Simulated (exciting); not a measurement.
Two BSE runs for the Si K edge of SiO2 (Quartz), space group P3_121. Run A: exciting, all-electron LAPW+lo, LDA, exchange and screened direct term (singlet BSE), 3×3×3 shifted k points, 38 conduction bands, |G+q| up to 3 bohr⁻¹, full RPA screening with nempty = 70, Lorentzian half width 0.45 eV. Run B has a fault in its input.

Energy from the Kohn–Sham onset, core level to the lowest empty state found on the meshes used; one zero for both, scaled to A's maximum:

```tsv
E (eV)	A	B
-5.5	0.01	0.03
-5.0	0.01	0.04
-4.5	0.02	0.06
-4.0	0.02	0.09
-3.5	0.03	0.18
-3.0	0.04	0.44
-2.5	0.06	1.15
-2.0	0.10	0.80
-1.5	0.20	0.29
-1.0	0.55	0.14
-0.5	0.98	0.09
0.0	0.48	0.06
0.5	0.22	0.05
1.0	0.13	0.05
1.5	0.09	0.06
2.0	0.09	0.07
2.5	0.09	0.08
3.0	0.10	0.08
3.5	0.10	0.08
4.0	0.10	0.08
4.5	0.09	0.09
5.0	0.09	0.10
5.5	0.10	0.10
6.0	0.11	0.11
6.5	0.12	0.12
7.0	0.15	0.10
7.5	0.13	0.07
8.0	0.09	0.06
8.5	0.08	0.07
9.0	0.09	0.08
9.5	0.10	0.08
10.0	0.10	0.07
10.5	0.09	0.07
11.0	0.08	0.06
11.5	0.08	0.06
12.0	0.08	0.06
12.5	0.07	0.06
13.0	0.08	0.07
13.5	0.08	0.06
14.0	0.07	0.06
14.5	0.07	0.05
15.0	0.07	0.05
15.5	0.06	0.05
16.0	0.06	0.05
16.5	0.06	0.05
```

Q: What most likely went wrong in run B?

Far too few empty states in the screening (empty states in the screening from 70 to 8). Against run A the r.m.s. difference is 128 %. Moving the earlier curve by -1.8 eV leaves 22 %. The highest maximum lies at -2.4 eV (1.24), against -0.6 eV (1.00). The first bright state moves from -0.65 to -2.44 eV. Too few states underscreen, so the attraction is too strong. Other settings could leave a like mark; this is the change that was made.

[Banner, clock and machine lines of the logs are left out without a mark of their own.]

[Logs are printed without paths, hosts, clocks, repeated set-up lines and the standing remarks that a program may print on its own settings, such as how far it seeks lower states.]

[Hosts, paths, dates, database ids (printed as entryN), source tags and the programs' standing remarks are cut or masked in the printed files.]
